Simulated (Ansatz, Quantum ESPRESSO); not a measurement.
# Ta2NOS MXene, 1 layer in an electric field, part 3 of 5

Aim: how Ta2NOS MXene, 1 layer screens a field along its normal, and what the field does to its bands.

Quantum ESPRESSO 7.5; plane-wave DFT, PBE, PseudoDojo norm-conserving pseudopotentials; geometry and cross-check by Ansatz 0.2.0 with PAW datasets.

So far. Step 3 (SCF with pw.x: no field): The run needed 16 iterations to bring the estimated error under 1e-09 Ry; the largest force on any atom, held or free, is 0.07 eV/Å. Step 4 (Potential by pp.x): The vacuum is flat to 0.1 meV/Å, so its level is well defined. Inside the slab the curve depends on the local part of the pseudopotentials; only the vacuum level has a meaning of its own.

## (5) Band structure: no field

A bands run reads the converged density and follows the path given under K_POINTS.

Input file f0.bands.in:

```
&control
  prefix = 'f0.bands'
  outdir = './out'
  pseudo_dir = './pseudo'
  calculation = 'bands'
  tefield = .true.
  dipfield = .true.
/
&system
  ibrav = 0
  nat = 5
  ntyp = 4
  ecutwfc = 72
  ecutrho = 288
  occupations = 'smearing'
  smearing = 'fd'
  degauss = 0.004
  edir = 3
  emaxpos = 0.97
  eopreg = 0.04
  eamp = 0.0
  nbnd = 27
/
&electrons
  conv_thr = 1e-07
  mixing_beta = 0.4
  electron_maxstep = 120
  mixing_mode = 'local-TF'
/
ATOMIC_SPECIES
  S   32.0600  S.dojo-sr-pbe-0.4.1-standard.upf
  Ta  180.9479  Ta.dojo-sr-pbe-0.4.1-standard.upf
  N   14.0070  N.dojo-sr-pbe-0.4.1-standard.upf
  O   15.9990  O.dojo-sr-pbe-0.4.1-standard.upf
CELL_PARAMETERS angstrom
  3.21401923009305 -0.00000000000000 -0.00000000000000
  -1.60700961504653 2.78342230151229 0.00000000000000
  -0.00000000000000 0.00000000000000 22.53292593870000
ATOMIC_POSITIONS crystal
  S   0.333333333333 0.666666666667 0.388643466230
  Ta  0.666666666667 0.333333333333 0.460522722697
  N   0.000000000000 0.000000000000 0.515611377966
  Ta  0.333333333333 0.666666666667 0.564826984606
  O   0.666666666667 0.333333333333 0.611085048700
K_POINTS crystal_b
4
  0.0000000000 0.0000000000 0.0000000000 14
  0.5000000000 0.0000000000 0.0000000000 14
  0.3333333333 0.3333333333 0.0000000000 14
  0.0000000000 0.0000000000 0.0000000000 1
```

The run is started by

```sh
cp -r out/f0.save out/f0.bands.save
cp out/f0.xml out/f0.bands.xml
OMP_NUM_THREADS=1 mpirun -n 4 pw.x -nk 4 -in f0.bands.in > f0.bands.out
```

The log of the run:

```text
[banner, memory and clock lines left out]
Program PWSCF v.7.5 starts

          URL

     Presently no symmetry can be used with electric field

     Atomic positions and unit cell read from directory:
     ./out/f0.bands.save/

     G-vector sticks info

     bravais-lattice index     =            0
     lattice parameter (alat)  =       6.0736  a.u.
     unit-cell volume          =    1360.3221 (a.u.)^3
     number of atoms/cell      =            5
     number of atomic types    =            4
     number of electrons       =        43.00
     number of Kohn-Sham states=           27
     kinetic-energy cutoff     =      72.0000  Ry
     charge density cutoff     =     288.0000  Ry
     Exchange-correlation= PBE
                           (   1   4   3   4   0   0   0)

     celldm(1)=   6.073616  celldm(2)=   0.000000  celldm(3)=   0.000000
     celldm(4)=   0.000000  celldm(5)=   0.000000  celldm(6)=   0.000000

     crystal axes: (cart. coord. in units of alat)
               a(1) = (   1.000000  -0.000000  -0.000000 )
               a(2) = (  -0.500000   0.866025   0.000000 )
               a(3) = (  -0.000000   0.000000   7.010825 )

     reciprocal axes: (cart. coord. in units 2 pi/alat)
               b(1) = (  1.000000  0.577350  0.000000 )
               b(2) = (  0.000000  1.154701  0.000000 )
               b(3) = (  0.000000  0.000000  0.142637 )

     PseudoPot. # 1 for S  read from file:
     ./pseudo/S.dojo-sr-pbe-0.4.1-standard.upf
     Pseudo is Norm-conserving + core correction, Zval =  6.0
     Generated using ONCVPSP code by D. R. Hamann
     Using radial grid of 1146 points,  6 beta functions with:
                l(1) =   0
                l(2) =   0
                l(3) =   1
                l(4) =   1
                l(5) =   2
                l(6) =   2

     PseudoPot. # 2 for Ta read from file:
     ./pseudo/Ta.dojo-sr-pbe-0.4.1-standard.upf
     Pseudo is Norm-conserving + core correction, Zval = 13.0
     Generated using ONCVPSP code by D. R. Hamann
     Using radial grid of 1450 points,  8 beta functions with:
                l(1) =   0
                l(2) =   0
                l(3) =   1
                l(4) =   1
                l(5) =   2
                l(6) =   2
                l(7) =   3
                l(8) =   3

     PseudoPot. # 3 for N  read from file:
     ./pseudo/N.dojo-sr-pbe-0.4.1-standard.upf
     Pseudo is Norm-conserving + core correction, Zval =  5.0
     Generated using ONCVPSP code by D. R. Hamann
     Using radial grid of 1058 points,  4 beta functions with:
                l(1) =   0
                l(2) =   0
                l(3) =   1
                l(4) =   1

     PseudoPot. # 4 for O  read from file:
     ./pseudo/O.dojo-sr-pbe-0.4.1-standard.upf
     Pseudo is Norm-conserving + core correction, Zval =  6.0
     Generated using ONCVPSP code by D. R. Hamann
     Using radial grid of  936 points,  5 beta functions with:
                l(1) =   0
                l(2) =   0
                l(3) =   1
                l(4) =   1
                l(5) =   2

     atomic species   valence    mass     pseudopotential
     S                 6.00    32.06000     S ( 1.00)
     Ta               13.00   180.94790     Ta( 1.00)
     N                 5.00    14.00700     N ( 1.00)
     O                 6.00    15.99900     O ( 1.00)

     No symmetry found

   Cartesian axes

     site n.     atom                  positions (alat units)
         1        S      tau(   1) = (  -0.0000000   0.5773503   2.7247113  )
         2        Ta     tau(   2) = (   0.5000000   0.2886751   3.2286442  )
         3        N      tau(   3) = (   0.0000000   0.0000000   3.6148611  )
         4        Ta     tau(   4) = (  -0.0000000   0.5773503   3.9599031  )
         5        O      tau(   5) = (   0.5000000   0.2886751   4.2842103  )

     number of k points=    43  Fermi-Dirac smearing, width (Ry)=  0.0040
                       cart. coord. in units 2pi/alat
        k(    1) = (   0.0000000   0.0000000   0.0000000), wk =   0.0465116
        k(    2) = (   0.0357143   0.0206197   0.0000000), wk =   0.0465116
        k(    3) = (   0.0714286   0.0412393   0.0000000), wk =   0.0465116
        k(    4) = (   0.1071429   0.0618590   0.0000000), wk =   0.0465116
        k(    5) = (   0.1428571   0.0824786   0.0000000), wk =   0.0465116
        k(    6) = (   0.1785714   0.1030983   0.0000000), wk =   0.0465116
        k(    7) = (   0.2142857   0.1237179   0.0000000), wk =   0.0465116
        k(    8) = (   0.2500000   0.1443376   0.0000000), wk =   0.0465116
        k(    9) = (   0.2857143   0.1649572   0.0000000), wk =   0.0465116
        k(   10) = (   0.3214286   0.1855769   0.0000000), wk =   0.0465116
        k(   11) = (   0.3571429   0.2061965   0.0000000), wk =   0.0465116
        k(   12) = (   0.3928571   0.2268162   0.0000000), wk =   0.0465116
        k(   13) = (   0.4285714   0.2474358   0.0000000), wk =   0.0465116
        k(   14) = (   0.4642857   0.2680555   0.0000000), wk =   0.0465116
        k(   15) = (   0.5000000   0.2886751   0.0000000), wk =   0.0465116
        k(   16) = (   0.4880952   0.3092948   0.0000000), wk =   0.0465116
        k(   17) = (   0.4761905   0.3299144   0.0000000), wk =   0.0465116
        k(   18) = (   0.4642857   0.3505341   0.0000000), wk =   0.0465116
        k(   19) = (   0.4523810   0.3711537   0.0000000), wk =   0.0465116
        k(   20) = (   0.4404762   0.3917734   0.0000000), wk =   0.0465116
        k(   21) = (   0.4285714   0.4123930   0.0000000), wk =   0.0465116
        k(   22) = (   0.4166667   0.4330127   0.0000000), wk =   0.0465116
        k(   23) = (   0.4047619   0.4536324   0.0000000), wk =   0.0465116
        k(   24) = (   0.3928571   0.4742520   0.0000000), wk =   0.0465116
        k(   25) = (   0.3809524   0.4948717   0.0000000), wk =   0.0465116
        k(   26) = (   0.3690476   0.5154913   0.0000000), wk =   0.0465116
        k(   27) = (   0.3571429   0.5361110   0.0000000), wk =   0.0465116
        k(   28) = (   0.3452381   0.5567306   0.0000000), wk =   0.0465116
        k(   29) = (   0.3333333   0.5773503   0.0000000), wk =   0.0465116
        k(   30) = (   0.3095238   0.5361110   0.0000000), wk =   0.0465116
        k(   31) = (   0.2857143   0.4948717   0.0000000), wk =   0.0465116
        k(   32) = (   0.2619048   0.4536324   0.0000000), wk =   0.0465116
        k(   33) = (   0.2380952   0.4123930   0.0000000), wk =   0.0465116
        k(   34) = (   0.2142857   0.3711537   0.0000000), wk =   0.0465116
        k(   35) = (   0.1904762   0.3299144   0.0000000), wk =   0.0465116
        k(   36) = (   0.1666667   0.2886751   0.0000000), wk =   0.0465116
[...]
4.5123   4.7315   5.5486

          k = 0.4524 0.3712 0.0000 ( 14070 PWs)   bands (ev):

   -68.1957 -67.3529 -35.0599 -34.6998 -34.6857 -34.1220 -33.8527 -33.8227
   -17.8092 -15.0473 -11.2432  -7.2945  -5.4398  -5.0296  -4.5366  -3.8401
    -3.6739  -3.2138  -2.1311  -1.4272  -0.3064   2.7398   2.8282   3.1291
     4.4756   4.7266   5.4736

          k = 0.4405 0.3918 0.0000 ( 14076 PWs)   bands (ev):

   -68.1954 -67.3526 -35.0515 -34.7085 -34.6912 -34.1163 -33.8650 -33.8221
   -17.7977 -15.0472 -11.2310  -7.2201  -5.4858  -5.0160  -4.4863  -3.9355
    -3.6528  -3.1718  -2.2500  -1.5439  -0.1573   2.6603   2.8422   3.1277
     4.4405   4.7112   5.4061

          k = 0.4286 0.4124 0.0000 ( 14084 PWs)   bands (ev):

   -68.1951 -67.3524 -35.0414 -34.7261 -34.6904 -34.1094 -33.8793 -33.8215
   -17.7850 -15.0468 -11.2166  -7.1320  -5.5338  -5.0078  -4.4507  -4.0086
    -3.6276  -3.1363  -2.3789  -1.6585  -0.0030   2.5401   2.8207   3.1891
     4.4088   4.6841   5.3566

          k = 0.4167 0.4330 0.0000 ( 14050 PWs)   bands (ev):

   -68.1948 -67.3521 -35.0296 -34.7470 -34.6882 -34.1015 -33.8952 -33.8209
   -17.7719 -15.0460 -11.2004  -7.0318  -5.5856  -5.0057  -4.4478  -4.0389
    -3.5989  -3.1113  -2.5039  -1.7739   0.1576   2.4100   2.7544   3.2902
     4.3795   4.6459   5.3335

          k = 0.4048 0.4536 0.0000 ( 14034 PWs)   bands (ev):

   -68.1944 -67.3517 -35.0164 -34.7698 -34.6858 -34.0926 -33.9122 -33.8203
   -17.7590 -15.0446 -11.1832  -6.9218  -5.6437  -5.0103  -4.4782  -4.0234
    -3.5674  -3.1034  -2.6105  -1.8896   0.3247   2.2769   2.6668   3.3988
     4.3494   4.6001   5.3412

          k = 0.3929 0.4743 0.0000 ( 14034 PWs)   bands (ev):

   -68.1941 -67.3514 -35.0019 -34.7937 -34.6834 -34.0829 -33.9298 -33.8197
   -17.7472 -15.0427 -11.1655  -6.8044  -5.7111  -5.0217  -4.5204  -3.9823
    -3.5344  -3.1183  -2.6870  -2.0018   0.4969   2.1463   2.5684   3.4999
     4.3148   4.5523   5.3768

          k = 0.3810 0.4949 0.0000 ( 14044 PWs)   bands (ev):

   -68.1938 -67.3511 -34.9862 -34.8180 -34.6811 -34.0725 -33.9474 -33.8193
   -17.7369 -15.0403 -11.1482  -6.6828  -5.7900  -5.0379  -4.5561  -3.9361
    -3.5017  -3.1521  -2.7335  -2.1040   0.6711   2.0245   2.4637   3.5879
     4.2734   4.5087   5.4288

          k = 0.3690 0.5155 0.0000 ( 14050 PWs)   bands (ev):

   -68.1935 -67.3509 -34.9695 -34.8420 -34.6792 -34.0618 -33.9644 -33.8189
   -17.7286 -15.0377 -11.1325  -6.5603  -5.8806  -5.0547  -4.5789  -3.8971
    -3.4716  -3.1903  -2.7620  -2.1886   0.8396   1.9207   2.3555   3.6611
     4.2274   4.4734   5.4797

          k = 0.3571 0.5361 0.0000 ( 14048 PWs)   bands (ev):

   -68.1933 -67.3507 -34.9524 -34.8650 -34.6777 -34.0512 -33.9798 -33.8186
   -17.7225 -15.0353 -11.1195  -6.4410  -5.9797  -5.0681  -4.5901  -3.8710
    -3.4473  -3.2194  -2.7834  -2.2493   0.9867   1.8500   2.2472   3.7182
     4.1839   4.4472   5.5157

          k = 0.3452 0.5567 0.0000 ( 14036 PWs)   bands (ev):

   -68.1931 -67.3506 -34.9359 -34.8852 -34.6768 -34.0423 -33.9918 -33.8185
   -17.7189 -15.0334 -11.1106  -6.3317  -6.0791  -5.0756  -4.5939  -3.8582
    -3.4321  -3.2346  -2.7998  -2.2838   1.0862   1.8311   2.1478   3.7556
     4.1535   4.4296   5.5335

          k = 0.3333 0.5774 0.0000 ( 14040 PWs)   bands (ev):

   -68.1931 -67.3505 -34.9266 -34.8958 -34.6764 -34.0384 -33.9968 -33.8184
   -17.7177 -15.0326 -11.1073  -6.2680  -6.1404  -5.0776  -4.5944  -3.8551
    -3.4274  -3.2386  -2.8063  -2.2944   1.1181   1.8468   2.0943   3.7682
     4.1437   4.4226   5.5381

          k = 0.3095 0.5361 0.0000 ( 14038 PWs)   bands (ev):

   -68.1933 -67.3507 -34.9487 -34.8678 -34.6778 -34.0488 -33.9816 -33.8186
   -17.7221 -15.0369 -11.1235  -6.4079  -6.0017  -5.0769  -4.5969  -3.8587
    -3.4370  -3.2328  -2.7771  -2.2590   1.0468   1.7085   2.3208   3.7354
     4.1485   4.4700   5.5258

          k = 0.2857 0.4949 0.0000 ( 14032 PWs)   bands (ev):

   -68.1940 -67.3514 -34.9696 -34.8282 -34.6818 -34.0607 -33.9548 -33.8193
   -17.7344 -15.0528 -11.1783  -6.5365  -5.8554  -5.0966  -4.6049  -3.8548
    -3.4483  -3.2247  -2.6929  -2.1687   0.9314   1.4947   2.6744   3.6879
     4.0953   4.6201   5.4731

          k = 0.2619 0.4536 0.0000 ( 14018 PWs)   bands (ev):

   -68.1953 -67.3526 -34.9770 -34.7882 -34.6882 -34.0640 -33.9258 -33.8203
   -17.7533 -15.0833 -11.2765  -6.5856  -5.7530  -5.1479  -4.6117  -3.8403
    -3.4769  -3.1789  -2.5677  -2.0446   0.8292   1.2858   2.9789   3.6565
     3.9875   4.7833   5.3174

          k = 0.2381 0.4124 0.0000 ( 14022 PWs)   bands (ev):

   -68.1972 -67.3543 -34.9691 -34.7504 -34.6959 -34.0571 -33.8968 -33.8217
   -17.7786 -15.1289 -11.4143  -6.5496  -5.7189  -5.1944  -4.6230  -3.8213
    -3.5323  -3.0530  -2.4369  -1.8955   0.7574   1.0870   3.1905   3.6340
     3.8513   4.8365   5.0523

          k = 0.2143 0.3712 0.0000 ( 14030 PWs)   bands (ev):

   -68.1996 -67.3565 -34.9459 -34.7235 -34.6970 -34.0394 -33.8693 -33.8233
   -17.8120 -15.1864 -11.5804  -6.4428  -5.7734  -5.2058  -4.6423  -3.7808
    -3.5873  -2.8630  -2.3348  -1.7183   0.7203   0.9017   3.2617   3.6214
     3.7061   4.7058   4.7755

          k = 0.1905 0.3299 0.0000 ( 14024 PWs)   bands (ev):

   -68.2024 -67.3591 -34.9089 -34.7276 -34.6718 -34.0115 -33.8459 -33.8230
   -17.8561 -15.2500 -11.7594  -6.2929  -5.8923  -5.2234  -4.6402  -3.7234
    -3.5833  -2.6818  -2.2316  -1.5181   0.6776   0.7694   3.1513   3.5534
     3.6156   4.4986   4.5304

          k = 0.1667 0.2887 0.0000 ( 14026 PWs)   bands (ev):

   -68.2056 -67.3620 -34.8609 -34.7405 -34.6422 -33.9748 -33.8370 -33.8112
   -17.9137 -15.3126 -11.9367  -6.1433  -6.0359  -5.2877  -4.5855  -3.7146
    -3.4151  -2.6303  -2.0282  -1.3082   0.5450   0.7674   2.9111   3.3889
     3.5479   4.2905   4.3981

          k = 0.1429 0.2474 0.0000 ( 14024 PWs)   bands (ev):

   -68.2089 -67.3650 -34.8084 -34.7517 -34.6157 -33.9319 -33.8388 -33.7919
   -17.9854 -15.3681 -12.1004  -6.2279  -5.9891  -5.3840  -4.4810  -3.6799
    -3.1346  -2.7085  -1.7411  -1.1024   0.4238   0.7946   2.5971   3.1978
     3.4466   4.0747   4.4001

          k = 0.1190 0.2062 0.0000 ( 14018 PWs)   bands (ev):

   -68.2121 -67.3679 -34.7851 -34.7303 -34.5930 -33.8871 -33.8415 -33.7741
   -18.0686 -15.4127 -12.2420  -6.4019  -5.9078  -5.4884  -4.3253  -3.5924
    -2.8659  -2.7735  -1.4424  -0.9185   0.3578   0.8216   2.2494   3.0008
     3.3558   3.8373   4.4406

          k = 0.0952 0.1650 0.0000 ( 13975 PWs)   bands (ev):

   -68.2150 -67.3707 -34.7954 -34.6752 -34.5746 -33.8581 -33.8297 -33.7591
   -18.1565 -15.4461 -12.3567  -6.5697  -5.8707  -5.5920  -4.1065  -3.4827
    -3.0363  -2.3974  -1.1656  -0.7683   0.3699   0.8288   1.8964   2.8272
     3.2784   3.5371   4.4116

          k = 0.0714 0.1237 0.0000 ( 13979 PWs)   bands (ev):

   -68.2176 -67.3730 -34.8077 -34.6223 -34.5605 -33.8586 -33.7930 -33.7475
   -18.2398 -15.4697 -12.4427  -6.7162  -5.8567  -5.6882  -3.8381  -3.4230
    -3.1686  -2.0576  -0.9109  -0.6283   0.4472   0.7842   1.5547   2.6902
     3.1930   3.2519   4.3513

          k = 0.0476 0.0825 0.0000 ( 14037 PWs)   bands (ev):

   -68.2195 -67.3748 -34.8176 -34.5798 -34.5505 -33.8623 -33.7608 -33.7392
   -18.3084 -15.4855 -12.5012  -6.8295  -5.8479  -5.7669  -3.6278  -3.4215
    -3.1692  -1.8633  -0.6366  -0.4502   0.5265   0.6660   1.2445   2.5807
     3.0594   3.1083   4.3964

          k = 0.0238 0.0412 0.0000 ( 14049 PWs)   bands (ev):

   -68.2208 -67.3759 -34.8240 -34.5522 -34.5446 -33.8652 -33.7399 -33.7343
   -18.3535 -15.4946 -12.5346  -6.9010  -5.8397  -5.8182  -3.6717  -3.2258
    -3.1350  -1.8410  -0.3201  -0.2424   0.4966   0.4989   1.0343   2.5111
     2.9865   3.0113   4.5142

          k = 0.0000 0.0000 0.0000 ( 14041 PWs)   bands (ev):

   -68.2212 -67.3763 -34.8262 -34.5427 -34.5427 -33.8663 -33.7326 -33.7326
   -18.3692 -15.4976 -12.5454  -6.9254  -5.8360  -5.8360  -3.7073  -3.1215
    -3.1215  -1.8653  -0.1230  -0.1230   0.3936   0.3936   0.9789   2.4920
     2.9679   2.9679   4.5869

     XML data file, pseudopotentials, collected wavefunctions

                                        0.00s GPU  (     656 calls)
[key lines of the parts left out:]
Dipole field          0.0000 Ry au,
```

The job ended after 56 s (4 MPI ranks of Arm Neoverse V2, shared host; peak memory 0.5 GiB).

Band numbers count within the set of bands kept for display. The electronic bands at the labelled points (eV, zero at the Fermi level; # counts the bands kept):

```tsv
point	#7	#8	#9	#10	#11	#12	#13	#14
Γ	-3.47	-1.72	-1.72	-1.21	-1.21	-0.62	0.89	1.37
halfway	-4.39	-3.27	-2.40	-2.03	0.27	0.47	1.23	2.34
M	-5.00	-3.51	-2.51	-2.47	0.98	1.42	1.63	2.98
halfway	-4.71	-4.10	-3.37	-1.44	0.81	1.15	1.69	2.78
K	-4.84	-4.41	-3.90	-0.48	0.25	0.49	2.17	2.54
halfway	-4.23	-3.63	-2.91	-1.06	-0.83	1.31	1.79	1.95
Γ	-3.47	-1.72	-1.72	-1.21	-1.21	-0.62	0.89	1.37
```

## (6) Ground state: field 0.1 V/Å

eamp is the field in Hartree atomic units (1 a.u. = 51.42 V/Å). With dipfield on, it is the field in the vacuum beside an isolated sheet. The run starts from the density of the one before.

Input file f1.in:

```
&control
  prefix = 'f1'
  outdir = './out'
  pseudo_dir = './pseudo'
  calculation = 'scf'
  tprnfor = .true.
  tefield = .true.
  dipfield = .true.
/
&system
  ibrav = 0
  nat = 5
  ntyp = 4
  ecutwfc = 72
  ecutrho = 288
  occupations = 'smearing'
  smearing = 'fd'
  degauss = 0.004
  edir = 3
  emaxpos = 0.97
  eopreg = 0.04
  eamp = 0.00194469
/
&electrons
  conv_thr = 1e-09
  mixing_beta = 0.4
  electron_maxstep = 120
  mixing_mode = 'plain'
  startingpot = 'file'
/
ATOMIC_SPECIES
  S   32.0600  S.dojo-sr-pbe-0.4.1-standard.upf
  Ta  180.9479  Ta.dojo-sr-pbe-0.4.1-standard.upf
  N   14.0070  N.dojo-sr-pbe-0.4.1-standard.upf
  O   15.9990  O.dojo-sr-pbe-0.4.1-standard.upf
CELL_PARAMETERS angstrom
  3.21401923009305 -0.00000000000000 -0.00000000000000
  -1.60700961504653 2.78342230151229 0.00000000000000
  -0.00000000000000 0.00000000000000 22.53292593870000
ATOMIC_POSITIONS crystal
  S   0.333333333333 0.666666666667 0.388643466230
  Ta  0.666666666667 0.333333333333 0.460522722697
  N   0.000000000000 0.000000000000 0.515611377966
  Ta  0.333333333333 0.666666666667 0.564826984606
  O   0.666666666667 0.333333333333 0.611085048700
K_POINTS automatic
  12 12 1 0 0 0
```

The run is started by

```sh
cp -r out/f0.save out/f1.save
OMP_NUM_THREADS=1 mpirun -n 4 pw.x -nk 4 -in f1.in > f1.out
```

The log of the run:

```text
[banner, memory and clock lines left out]
Program PWSCF v.7.5 starts
[...]
number of electrons       =        43.00
     number of Kohn-Sham states=           26
     kinetic-energy cutoff     =      72.0000  Ry
     charge density cutoff     =     288.0000  Ry
[...]
number of k points=    74  Fermi-Dirac smearing, width (Ry)=  0.0040
[...]
Dense  grid:   112539 G-vectors     FFT dimensions: (  36,  36, 240)
     The initial density is read from file :
[...]
Starting wfcs are   32 randomized atomic wfcs
[...]
estimated scf accuracy    <       0.03604462 Ry
[...]
estimated scf accuracy    <       1.98633436 Ry
[...]
estimated scf accuracy    <       0.00037708 Ry
[...]
estimated scf accuracy    <       0.00010801 Ry
[...]
estimated scf accuracy    <       0.00006100 Ry
[...]
estimated scf accuracy    <       0.00001848 Ry
[...]
estimated scf accuracy    <       0.00000028 Ry
[...]
estimated scf accuracy    <       0.00000098 Ry
[...]
estimated scf accuracy    <       0.00000004 Ry
[...]
estimated scf accuracy    <          3.7E-09 Ry
[...]
Computed dipole along edir(3) :
        Dipole                0.0638 Ry au,          0.1621 Debye
        Dipole field          0.0006 Ry au,
        E field amplitude [Ha a.u.]:  1.9447E-03
        Potential amp.        0.1108 Ry
        Total length         40.8778 bohr
[...]
the Fermi energy is     1.5991 ev
!    total energy              =    -336.66975656 Ry
     estimated scf accuracy    <          3.6E-10 Ry
     smearing contrib. (-TS)   =      -0.00090772 Ry
     internal energy E=F+TS    =    -336.66884884 Ry
[...]
one-electron contribution =   -2884.19691840 Ry
     hartree contribution      =    1442.66136172 Ry
     xc contribution           =     -80.13873991 Ry
     ewald contribution        =    1185.00565826 Ry
     electric field correction =      -0.00021050 Ry
     convergence has been achieved in  11 iterations
[...]
Total force =     0.005696     Total SCF correction =     0.000126
[...]
```

Wall time 2.4 min (4 MPI ranks); peak memory 1 GiB; 9.7 min of CPU time.

This step gave:

- free energy: -4580.6254 eV
- energy at zero smearing: -4580.6192 eV
- Fermi energy: 1.599 eV
- dipole along the normal: 0.03375 e·Å

The dipole goes from 0.0018 to 0.0337 e Å, 0.3198 e Å per V/Å.

## (7) Potential by pp.x

Input file f1.pot.in:

```
&inputpp
  prefix = 'f1'
  outdir = './out'
  filplot = 'f1.pot.dat'
  plot_num = 11
/
```

The run is started by

```sh
OMP_NUM_THREADS=1 mpirun -n 4 pp.x -in f1.pot.in > f1.pot.out
```

The job ended after 0.86 s (4 MPI ranks; peak memory 0.12 GiB; 3.1 s of CPU time).

Read from the output:

- slope of the potential above: 0.1000 eV/Å
- upper vacuum line continued to the top atoms, over the Fermi level: 4.963 eV
- slope of the potential below: 0.09998 eV/Å
- lower vacuum line continued to the bottom atoms, over the Fermi level: 5.145 eV

The slope in the vacuum is 0.100 eV/Å for an applied 0.10 V/Å, as it should be.

[end of part 3 of 5]

[Logs are printed without paths, hosts, clocks, repeated set-up lines and the standing remarks that a program may print on its own settings, such as how far it seeks lower states.]

[Hosts, paths, dates, database ids (printed as entryN), source tags and the programs' standing remarks are cut or masked in the printed files.]

[Maps of the electrostatic potential energy from Ansatz leave out the sawtooth potential of an applied field or a dipole correction, so their vacuum need not be flat; planar profiles and work functions include it.]
